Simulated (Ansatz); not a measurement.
## Screening in WS2 (Tungstenite)

How strongly does WS2 (Tungstenite) screen? Routes: perturbation theory, a sum over states and the RPA step of G0W0.

Main program and level: Ansatz 0.2.0; linear response on PBE, plane waves, PAW.

### Step 1. The structure

It takes space group P6_3/mmc (No. 194, hexagonal). Conventional cell: a = 3.153 Å, b = 3.153 Å, c = 12.323 Å, α = 90.00°, β = 90.00°, γ = 120.00°. Nearest to W lie 6 S at 2.40 Å. Nearest to S lie 3 W at 2.40 Å. Farther neighbours and most contacts between anions are not listed.

Structure file:

```cif
data_structure
_symmetry_space_group_name_H-M 'P6_3/mmc'
_symmetry_Int_Tables_number 194
_cell_length_a 3.1532
_cell_length_b 3.1532
_cell_length_c 12.3230
_cell_angle_alpha 90.000
_cell_angle_beta 90.000
_cell_angle_gamma 120.000
_cell_volume 106.11
loop_
_atom_site_label
_atom_site_type_symbol
_atom_site_symmetry_multiplicity
_atom_site_Wyckoff_symbol
_atom_site_fract_x
_atom_site_fract_y
_atom_site_fract_z
_atom_site_occupancy
W1 W 2 c 0.33333 0.66667 0.25000 1
S1 S 4 f 0.33333 0.66667 0.62250 1
```

The cell and positions come from the Crystallography Open Database and are kept as given unless a step says otherwise. Spin-orbit coupling is left out unless a step names it. The default PAW set here is soft_2. Its files were made with PBE.

### Step 2. Response to a homogeneous field

The response to a uniform field gives ε∞, a yardstick for the screening that GW builds on its mesh.

This step: dielectric response by perturbation theory, PBE, plane waves, PAW.

File input.yaml:

```yaml
crystal:
  lattice:
    - [3.1532, 0.0, 0.0]
    - [-1.5766, 2.7307513032, 0.0]
    - [0.0, 0.0, 12.323]
  atoms:
    - { symbol: W, position: [0.3333333333, 0.6666666667, 0.25] }
    - { symbol: W, position: [0.6666666667, 0.3333333333, 0.75] }
    - { symbol: S, position: [0.3333333333, 0.6666666667, 0.6225] }
    - { symbol: S, position: [0.6666666667, 0.3333333333, 0.1225] }
    - { symbol: S, position: [0.3333333333, 0.6666666667, 0.8775] }
    - { symbol: S, position: [0.6666666667, 0.3333333333, 0.3775] }
kpoints:
  mp_grid: { grid: [9, 9, 2] }
hamiltonian:
  xc: pbe
scf:
  occupations: { method: fixed }
dielectric: {}
```

Run with:

```bash
ansatz run input.yaml --threads 2 --pin off --max-ram 92160MiB --backend cuda --events-out ev --progress --plain --runs-dir out --devices 1 --max-vram 13GiB  # rebuilt from the run's record
```

Numbers of over 12 decimals in the logs are rounded to 6 here.

Output:

```text
GPUs: using 1 of 1 available (devices: 1).
Engine: ansatz 0.2.0, x86_64-unknown-linux-gnu
Pseudopotentials: kind: paw
Pseudopotential: W, paw, valence charge 14, recommended cutoff 420 eV (normal), W.paw.azcp
Pseudopotential: S, paw, valence charge 6, recommended cutoff 420 eV (normal), S.paw.azcp
Functional definition: PBE
  parameter kappa = 0.804
  parameter beta = 0.066725
  exchange = pbe_x(kappa = kappa, mu = beta*pi^2/3)
  correlation = pbe_c(beta = beta)
device memory: the entry about to start is reckoned to put 2.5 GiB on a device that reports 47.2 GiB free (of which the cap on the GPU budget leaves the run 13.0 GiB)
GPU FFT provider: cuFFT
GPU libraries: cuBLAS 13.8.2, cuFFT 12.4.0, cuSOLVER 12.3.4
Crystal: 6 atoms, lattice volume = 106.108 Å³
Basis set: ecut = 420 eV, 2057 PW (Γ), exchange–correlation on 48×48×180 points (8 copies of the dense FFT grid, shifted against one another)
Bands: 32, of which v1, the nominal top of the filled ones, is band 26 counted from 1 (25 counted from 0)
Symmetry: 24 space group operations
k-points: 50 of 162 (irreducible under 2 space group operations, time reversal used)
Non-local potential: W, projectors of the file, l = 0: 3, l = 1: 2, l = 2: 2, l = 3: 1
Non-local potential: S, projectors of the file, l = 0: 2, l = 1: 2, l = 2: 2
PAW form: soft (Blöchl's): semilocal exchange-correlation on the pseudo side does not see the compensation charge
PAW one-centre angular grid: W, 590 points (default); XC on 64 Gauss nodes
PAW one-centre angular grid: S, 110 points (default); XC on 64 Gauss nodes
Initial density: superposition of atomic densities (neutral atoms: chi_scale 0, normalization atom), corrected by the library's trained network
Initial wavefunctions: pseudopotential atomic-orbital guess
GPU buffer pool allocated for 51840 grid points (all kernels)
GPU transforms: local potential and band sums: pruned to the plane-wave sphere, on 24×24×90
Functional: x = pbe(κ = 0.804, μ = 0.219515), c = pbe(β = 0.066725)
SCF iter   1: F=—  HF=-24382.733538 eV  |F-HF|=—  |Δ(HF+E_count)|=         —  Δρ=5.20e-3  dr2=1.35e-2  ethr=1.77e-3  ⟨swp⟩=5.0  Hψ=6494  notcnv=0  defer=146
preconditioner: auto → Resta (q_TF=auto, 2.423 Å⁻¹)  ε∞=7.5  [insulator: Δε(μ)=1.078 eV  Ē_g=8.458 eV  n_scr=26 (ndim 8)  ℏωp=21.6 eV  f_vac=0.016  ε∞_Penn≈7.5]
SCF iter   2: F=—  HF=-24382.738464 eV  |F-HF|=—  |Δ(HF+E_count)|=   4.93e-3  Δρ=2.83e-3  dr2=2.34e-3  ethr=2.59e-5  ⟨swp⟩=2.1  Hψ=2677  notcnv=0  defer=196
SCF iter   3: F=—  HF=-24382.742432 eV  |F-HF|=—  |Δ(HF+E_count)|=   3.97e-3  Δρ=1.11e-3  dr2=4.29e-4  ethr=4.51e-6  ⟨swp⟩=2.1  Hψ=2354  notcnv=0  defer=198
SCF iter   4: F=—  HF=-24382.743171 eV  |F-HF|=—  |Δ(HF+E_count)|=   7.39e-4  Δρ=7.20e-5  dr2=8.39e-6  ethr=8.25e-7  ⟨swp⟩=2.0  Hψ=2481  notcnv=0  defer=198
SCF iter   5: F=—  HF=-24382.743230 eV  |F-HF|=—  |Δ(HF+E_count)|=   5.90e-5  Δρ=1.87e-5  dr2=4.30e-7  ethr=1.61e-8  ⟨swp⟩=2.0  Hψ=2279  notcnv=0  defer=80
SCF iter   6: F=—  HF=-24382.743231 eV  |F-HF|=—  |Δ(HF+E_count)|=   2.20e-7  Δρ=5.35e-6  dr2=4.45e-8  ethr=8.27e-10  ⟨swp⟩=2.1  Hψ=2316  notcnv=0  defer=80
SCF iter   7: F=—  HF=-24382.743231 eV  |F-HF|=—  |Δ(HF+E_count)|=   4.05e-8  Δρ=1.11e-6  dr2=2.40e-9  ethr=8.57e-11  ⟨swp⟩=2.0  Hψ=2444  notcnv=0  defer=80
SCF iter   8: F=-24382.743231 eV  HF=-24382.743231 eV  |F-HF|=6.91e-11  |Δ(HF+E_count)|=   1.79e-9  Δρ=1.90e-7  dr2=7.24e-11  ethr=1.00e-12  ⟨swp⟩=6.9  Hψ=7050  notcnv=0
SCF 1 converged in 8 iterations: F = -24382.743231 eV  dr2 = 7.24e-11
  greatest PAW one-centre occupation: 1.000 electrons in one spin orbital (limit 2), on the W atom at site 1 (counted from 0), in its partial waves of l = 0
the response reads at least the filled bands of the reference SCF and the lowest empty band at each k-point, and that SCF's band table does not vouch for those bands. The notice of the band table in this run's record says why
device memory: the entry about to start is reckoned to put 0.5 GiB on a device that reports 47.1 GiB free (of which the cap on the GPU budget leaves the run 13.0 GiB)
NSCF: frozen V_eff on 1 k-points
device memory: the entry about to start is reckoned to put 0.5 GiB on a device that reports 47.1 GiB free (of which the cap on the GPU budget leaves the run 13.0 GiB)
NSCF: frozen V_eff on 1 k-points
device memory: the entry about to start is reckoned to put 0.5 GiB on a device that reports 47.1 GiB free (of which the cap on the GPU budget leaves the run 13.0 GiB)
NSCF: frozen V_eff on 1 k-points
device memory: the entry about to start is reckoned to put 0.5 GiB on a device that reports 47.1 GiB free (of which the cap on the GPU budget leaves the run 13.0 GiB)
NSCF: frozen V_eff on 1 k-points
device memory: the entry about to start is reckoned to put 0.1 GiB (of the 0.2 GiB reckoned in all, the device holds 0.1 GiB already) on a device that reports 47.1 GiB free (of which the cap on the GPU budget leaves the run 13.0 GiB)
device memory: the entry about to start is reckoned to put 1.3 GiB (of the 1.4 GiB reckoned in all, the device holds 0.1 GiB already) on a device that reports 47.1 GiB free (of which the cap on the GPU budget leaves the run 12.9 GiB)
DFPT response loops at Γ: preconditioner auto → Resta (q_TF=auto, 2.423 Å⁻¹)  ε∞=7.4 (no band partly filled); β = 1.00, the filter's whole step (`scf.mixing.beta` (0.50) is not read by the response loops at its default; to damp them type it under 1.00, their step now; it binds the ground state too); Broyden in place of MSR1
── the response to a field inside a basis, on 10×10×2 k-points: an SCF that follows is theirs, and a resumed run solves both again ──
device memory: the entry about to start is reckoned to put 0.3 GiB on a device that reports 56.6 GiB free (of which the cap on the GPU budget leaves the run 12.9 GiB)
GPU FFT provider: cuFFT
GPU libraries: cuBLAS 13.8.2, cuFFT 12.4.0, cuSOLVER 12.3.4
Bands: 27, of which v1, the nominal top of the filled ones, is band 26 counted from 1 (25 counted from 0)
k-points: 30 of 200 (irreducible under 8 space group operations)
Initial density: handed on by an earlier stage of this run
Initial wavefunctions: pseudopotential atomic-orbital guess (no wavefunctions were taken with the density)
GPU buffer pool allocated for 51840 grid points (all kernels)
GPU transforms: band sums: pruned to the plane-wave sphere, on 24×24×90
Eigensolver: Dense (30 Hₖ)
SCF iter   1: F=—  HF=-24382.685444 eV  |F-HF|=—  |Δ(HF+E_count)|=         —  Δρ=2.73e-4  dr2=1.81e-5  ethr=1.00e-1
preconditioner: auto → Resta (q_TF=auto, 2.423 Å⁻¹)  ε∞=8.8  [insulator: Δε(μ)=1.262 eV  Ē_g=7.728 eV  n_scr=26 (ndim 8)  ℏωp=21.6 eV  f_vac=0.014  ε∞_Penn≈8.8]
SCF iter   2: F=—  HF=-24382.685458 eV  |F-HF|=—  |Δ(HF+E_count)|=   1.37e-5  Δρ=1.50e-4  dr2=5.97e-6  ethr=3.49e-8
SCF iter   3: F=-24382.685464 eV  HF=-24382.685464 eV  |F-HF|=1.44e-8  |Δ(HF+E_count)|=   5.90e-6  Δρ=8.68e-6  dr2=7.08e-8  ethr=1.15e-8
SCF 1 converged in 3 iterations: F = -24382.685464 eV  dr2 = 7.08e-8
  greatest PAW one-centre occupation: 0.999 electrons in one spin orbital (limit 2), on the W atom at site 1 (counted from 0), in its partial waves of l = 0
device memory: the entry about to start is reckoned to put 0.1 GiB (of the 0.1 GiB reckoned in all, the device holds 0.1 GiB already) on a device that reports 52.7 GiB free (of which the cap on the GPU budget leaves the run 12.9 GiB)
device memory: the entry about to start is reckoned to put 1.7 GiB on a device that reports 52.3 GiB free (of which the cap on the GPU budget leaves the run 12.8 GiB)
DFPT response loops at Γ: preconditioner auto → Resta (q_TF=auto, 2.423 Å⁻¹)  ε∞=6.9 (no band partly filled); β = 1.00, the filter's whole step (`scf.mixing.beta` (0.50) is not read by the response loops at its default; to damp them type it under 1.00, their step now; it binds the ground state too); Broyden in place of MSR1
SCF converged after 8 iterations
Free energy (F): -24382.743231 eV
Harris-Foulkes:  -24382.743231 eV  (|F-HF|=6.91e-11)
Internal energy: -24382.743231 eV  (E = F + TS)
E sigma→0 (E₀):  -24382.743231 eV
Fermi energy:    11.772755 eV
--- Per-component energies (eV) ---
  E_band       = -370.209061
  E_kinetic    = 1334.908924
  E_local      = -3493.845609  (includes V_loc(G=0)·N_el)
  E_nonlocal   = 114.810943
  E_hartree    = 1387.808595
  E_xc         = -925.295538
  E_vxc        = -831.406975  (∫ρ·V_xc dr)
  E_paw        = -19526.365480  (= ΣΔE_a)
  E_vpaw       = -270.293800  (= ΣTr[D̂ρ^β])
  E_aug_tail   = -0.000124  (compensation charges beyond the density's cutoff)
  E_ewald      = -3274.764942
  E_smearing   = -0.000000  (= −TS)
  E_closure    = -0.000000  (closes the sum)
  Σ components = -24382.743231   (vs F -24382.743231, Δ=0.00e0)
--- Band table (eV; the first three rows and the last of 50) ---
  k-point 0: bands = [... 22 lower, 9.5825, 10.2600, 10.5465, 11.7728, 14.0829, 14.0829, 14.0934, 14.0934, ... 2 higher]
  k-point 1: bands = [... 22 lower, 9.5557, 9.5557, 11.4547, 11.4547, 14.0755, 14.0755, 14.0755, 14.0755, ... 2 higher]
  k-point 2: bands = [... 22 lower, 9.5642, 10.4409, 10.5616, 11.3767, 13.7434, 13.9400, 13.9414, 14.0482, ... 2 higher]
  k-point 49: bands = [... 22 lower, 9.3706, 9.3706, 10.3645, 10.3645, 13.3803, 13.3803, 14.3749, 14.3749, ... 2 higher]
--- Dielectric response (ions clamped): 3 representative field directions + reference, inside a basis on a mesh of 200 k-points (Σ response iterations 12) ---
  ε∞ (high-frequency dielectric tensor):
       13.854102     0.000000    -0.000000
        0.000000    13.854102    -0.000000
       -0.000000    -0.000000     6.153003
  Born effective charges Z* (e; rows j = field, columns β = displacement):
    site 0:
        -0.56236   -0.00000    0.00000
        -0.00000   -0.56236   -0.00000
         0.00000   -0.00000   -0.46259
    site 1:
        -0.56236   -0.00000    0.00000
        -0.00000   -0.56236   -0.00000
         0.00000   -0.00000   -0.46259
    site 2:
         0.28118    0.00000   -0.00000
        -0.00000    0.28118   -0.00000
        -0.00000   -0.00000    0.23130
    site 3:
         0.28118    0.00000   -0.00000
         0.00000    0.28118    0.00000
         0.00000    0.00000    0.23130
    site 4:
         0.28118    0.00000    0.00000
         0.00000    0.28118    0.00000
        -0.00000    0.00000    0.23130
    site 5:
         0.28118   -0.00000   -0.00000
        -0.00000    0.28118   -0.00000
        -0.00000   -0.00000    0.23130
  Z* charge neutrality: 1.818e-2 e pre-enforcement
  solved inside a basis spanned on kpoints, on 10×10×2 k-points, its susceptibility summed on 22×22×6: ε∞ is read to err by 6.3e-2, Z* by 2.0e-2 e (field_mesh: kpoints solves on kpoints); Z* is corrected for what the basis lacks
```

The job ended after 48 s (1 × NVIDIA H100 80GB HBM3 (shared by 6 runs) with 2 threads of AMD EPYC 7R13 (Zen 3), shared host; peak memory 1.7 GiB).

Reading the cycles: dr2 is the Hartree energy of the density residual (eV), the measure of convergence; HF is the Harris–Foulkes estimate of the energy, which meets the free energy F at convergence.

Numbers from this step:

| Quantity | Value |
| --- | --- |
| stated error of ε∞ | 0.063 |

One over ε∞ averages 0.10, well under the quarter of exact exchange in PBE0, which by this rule of thumb may open the gap too far.

High-frequency dielectric tensor:

```
13.85  0.00  0.00
 0.00 13.85  0.00
 0.00  0.00  6.15
```

Born effective charge (e), principal values of the symmetric part by kind of site:

```csv
atom,atoms with these values,low,middle,high,mean
W1,2,-0.5624,-0.5624,-0.4626,-0.5291
S3,4,0.2313,0.2812,0.2812,0.2646
```

In full for S3:

```
0.2812 0.0000 0.0000
0.0000 0.2812 0.0000
0.0000 0.0000 0.2313
```

### Step 3. Independent-particle spectrum

The independent-particle spectrum shows where the oscillator strength lies, before excitons and local fields.

This step: independent-particle optics on PBE, plane waves, PAW.

Edit input.yaml of step 2 so:

```diff
@@ -13,3 +13,3 @@
 kpoints:
-  mp_grid: { grid: [9, 9, 2] }
+  mp_grid: { grid: [12, 12, 2] }
 hamiltonian:
@@ -18,2 +18,4 @@
   occupations: { method: fixed }
-dielectric: {}
+  n_extra_bands: 72
+output:
+  optics: { e_range: [0, 25], de: 0.1, sigma: 0.2 }
```

Output:

```text
[...]
GPUs: using 1 of 1 available (devices: 1).
[...]
GPU FFT provider: cuFFT
GPU libraries: cuBLAS 13.8.2, cuFFT 12.4.0, cuSOLVER 12.3.4
Crystal: 6 atoms, lattice volume = 106.108 Å³
Basis set: ecut = 420 eV, 2057 PW (Γ)
Bands: 98, of which v1, the nominal top of the filled ones, is band 26 counted from 1 (25 counted from 0)
Symmetry: 24 space group operations
[...]
k-points: 38 of 288
[...]
GPU buffer pool allocated for 51840 grid points (all kernels)
[...]
SCF iter   1: F=—  HF=-24382.734227 eV  |F-HF|=—  |Δ(HF+E_count)|=         —  Δρ=5.14e-3  dr2=1.17e-2  ethr=1.77e-3  ⟨swp⟩=4.6  Hψ=13465  notcnv=0  defer=2614
[...]
SCF iter   9: F=-24382.743598 eV  HF=-24382.743598 eV  |F-HF|=3.64e-12  |Δ(HF+E_count)|=  5.09e-11  Δρ=2.63e-8  dr2=9.74e-13  ethr=1.00e-12  ⟨swp⟩=13.8  Hψ=29120  notcnv=0
SCF 1 converged in 9 iterations: F = -24382.743598 eV  dr2 = 9.74e-13
[...]
Optics k sum: 0 of 38 k-points
Optics k sum: 2 of 38 k-points
[...]
Optics k sum: 38 of 38 k-points
[...]
SCF converged after 9 iterations
Free energy (F): -24382.743598 eV
[...]
Internal energy: -24382.743598 eV  (E = F + TS)
E sigma→0 (E₀):  -24382.743598 eV
Fermi energy:    11.772806 eV
[...]
--- Band table (eV; the first three rows and the last of 38) ---
  k-point 0: bands = [... 22 lower, 9.5825, 10.2600, 10.5466, 11.7728, 14.0829, 14.0829, 14.0934, 14.0934, ... 68 higher]
  k-point 1: bands = [... 22 lower, 9.5558, 9.5558, 11.4547, 11.4547, 14.0755, 14.0755, 14.0755, 14.0755, ... 68 higher]
  k-point 2: bands = [... 22 lower, 9.5849, 10.4290, 10.5610, 11.5473, 13.9544, 13.9825, 14.0175, 14.0423, ... 68 higher]
  k-point 37: bands = [... 22 lower, 8.6639, 8.6639, 11.1186, 11.1186, 13.0732, 13.0732, 14.3554, 14.3554, ... 68 higher]
```

Wall time 33 s (1 × NVIDIA H100 80GB HBM3 (shared by 6 runs) with 2 threads); peak memory 1.9 GiB; 56 s of CPU time.

Numbers from this step:

- ε∞ without local fields (xx, yy, zz): 14.54, 14.54, 9.331
- electrons in the f-sum (xx, yy, zz): 45.34, 45.34, 45.51
- bands in the explicit sum (the static value is completed to all bands): 98

The sum gives ε∞ = 14.54 and 9.33 without local fields.

The ε₂ has structure finer than the step of the table below, so its rows give means over 1 eV, whole bins alone (the curve runs from 0 to 25 eV). Peaks (eV: height): xx=yy 2.8: 22.5, 4.6: 16.9; zz 6.1: 20.6, 8.8: 12.8.

Independent particles, no local fields, Gaussian width 0.2 eV. ε₂ against photon energy; means over each step:

| photon energy (eV) | xx=yy | zz |
| --- | --- | --- |
| 1 | 0.00107 | 0 |
| 2 | 5.10 | 0.115 |
| 3 | 19.5 | 4.15 |
| 4 | 14.2 | 4.85 |
| 5 | 13.9 | 10.5 |
| 6 | 10.5 | 17.0 |
| 7 | 7.51 | 7.90 |
| 8 | 4.93 | 7.78 |
| 9 | 4.36 | 11.3 |
| 10 | 4.46 | 7.44 |
| 11 | 4.68 | 4.50 |
| 12 | 3.50 | 3.08 |
| 13 | 2.76 | 1.89 |
| 14 | 2.24 | 1.89 |
| 15 | 1.56 | 1.76 |
| 16 | 1.27 | 1.04 |
| 17 | 0.855 | 0.577 |
| 18 | 0.612 | 0.432 |
| 19 | 0.413 | 0.346 |
| 20 | 0.284 | 0.293 |
| 21 | 0.217 | 0.193 |
| 22 | 0.181 | 0.176 |
| 23 | 0.165 | 0.155 |
| 24 | 0.185 | 0.128 |

Independent particles, no local fields, Gaussian width 0.2 eV. Table of loss function by photon energy; read off at these points:

```
photon energy (eV)    xx=yy       zz
               1.5   5.3e-5        0
               2.0  0.00796   3.2e-5
               2.5   0.0170  0.00598
               3.0   0.0381   0.0292
               3.5   0.0537   0.0312
               4.0   0.0663   0.0259
               4.5   0.0544   0.0313
               5.0   0.0726   0.0384
               5.5   0.0933   0.0453
               6.0   0.0915   0.0445
               6.5   0.1000   0.0690
               7.0    0.113    0.139
               7.5    0.153    0.153
               8.0    0.176    0.109
               8.5    0.203   0.0865
               9.0    0.226   0.0800
               9.5    0.226   0.0999
              10.0    0.206   0.0957
              10.5    0.241    0.114
              11.0    0.219    0.131
              11.5    0.171    0.144
              12.0    0.204    0.141
              12.5    0.253    0.162
              13.0    0.257    0.202
              13.5    0.267    0.269
              14.0    0.292    0.355
              14.5    0.270    0.284
              15.0    0.295    0.230
              15.5    0.368    0.268
              16.0    0.395    0.244
              16.5    0.362    0.242
              17.0    0.402    0.315
              17.5    0.475    0.385
              18.0    0.502    0.431
              18.5    0.589    0.565
              19.0    0.648    0.728
              19.5    0.834    0.939
              20.0     1.06     1.04
              20.5     1.45     1.35
              21.0     2.49     1.92
              21.5     3.30     3.39
              22.0     4.77     5.40
              22.5     6.64     4.95
              23.0     4.19     6.52
              23.5     3.33     4.56
              24.0     3.17     2.87
              24.5     2.54     1.83
              25.0     1.87     1.69
```

[end of part 1 of 2]

[Paths, hosts, dates, memory and timing lines, banners, echoed tables and standing remarks are left out of the program output.]

[Logs are printed without paths, hosts, clocks, repeated set-up lines and the standing remarks that a program may print on its own settings, such as how far it seeks lower states.]

[Runs of the session that timed out or met a known fault of the program may be left out.]

[Cells called generated may have been cut or substituted from an entry of the Crystallography Open Database or the Materials Project.]

[Hosts, paths, dates, database ids (printed as entryN), source tags and the programs' standing remarks are cut or masked in the printed files.]
